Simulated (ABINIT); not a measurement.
LiH (Fm-3m): refractive index against wavelength

The refractive index of LiH (Fm-3m) below the direct gap (3.02 eV on the mesh) is read from one computed spectrum, n = √(Re ε).

It takes space group Fm-3m (No. 225, cubic). Conventional cell: a = 4.074 Å, b = 4.074 Å, c = 4.074 Å, α = 90.00°, β = 90.00°, γ = 90.00°. Around Li on site a lie 6 H at 2.04 Å. Around H on site b lie 6 Li at 2.04 Å.

Method: ABINIT 10.8.3, PBE, independent particles, k-mesh 14×14×14, Lorentzian half width 0.04 eV.

Launch of the response step: `optic optic.abi`. The run took 10 s, its band step included, on 4 threads of Arm Neoverse V2, on a shared host.

| wavelength (nm) | photon energy E (eV) | n |
| --- | --- | --- |
| 2000 | 0.620 | 2.0943 |
| 1550 | 0.800 | 2.1022 |
| 1310 | 0.946 | 2.1105 |
| 1064 | 1.165 | 2.1258 |
| 850 | 1.459 | 2.1533 |
| 700 | 1.771 | 2.1934 |
| 633 | 1.959 | ? |

In the single-oscillator model n² − 1 = E₀E_d/(E₀² − E²), so 1/(n² − 1) = E₀/E_d − E²/(E₀E_d) is linear in E².

Working, on the rows shown:

| x = E² (eV²) | y = 1/(n² − 1) |
| --- | --- |
| 0.384302 | 0.295326 |
| 0.639837 | 0.292462 |
| 0.895757 | 0.289502 |
| 1.35784 | 0.28417 |
| 2.12762 | 0.274974 |
| 3.13716 | 0.262398 |

Means: x̄ = 1.4238, ȳ = 0.28314. Σ(x − x̄)(y − ȳ) = -0.06469, Σ(x − x̄)² = 5.409. Slope = -0.06469 / 5.409 = -0.01196; intercept = ȳ − slope · x̄ = 0.30016. Turned back into n, the line misses the rows shown by at most 0.00083.

Q: What does the fit predict for the withheld row, and how well does it do?

A: At x = 3.8364 the line gives y = 0.25429, that is 2.2209. The run gave 2.2246, so the extrapolation is off by 0.0037, 3 % of the range in the table.

Refitted with all rows, the slope is -0.01217 and the intercept 0.30038. These give E₀ = √(intercept/−slope) = 4.97 eV and E_d = E₀/intercept = 16.5 eV; E₀ is 1.6 times the direct gap. The electronic limit at long wavelengths, without lattice vibrations, is n = √(1 + 1/intercept) = 2.081. The cell comes from an older database entry, whose edges can be off by a per cent or so. Excitons are left out and so are local fields; PBE gaps are as a rule too small. The values come from a sum over the points of one k-mesh and carry its error, which grows as the direct gap shrinks.
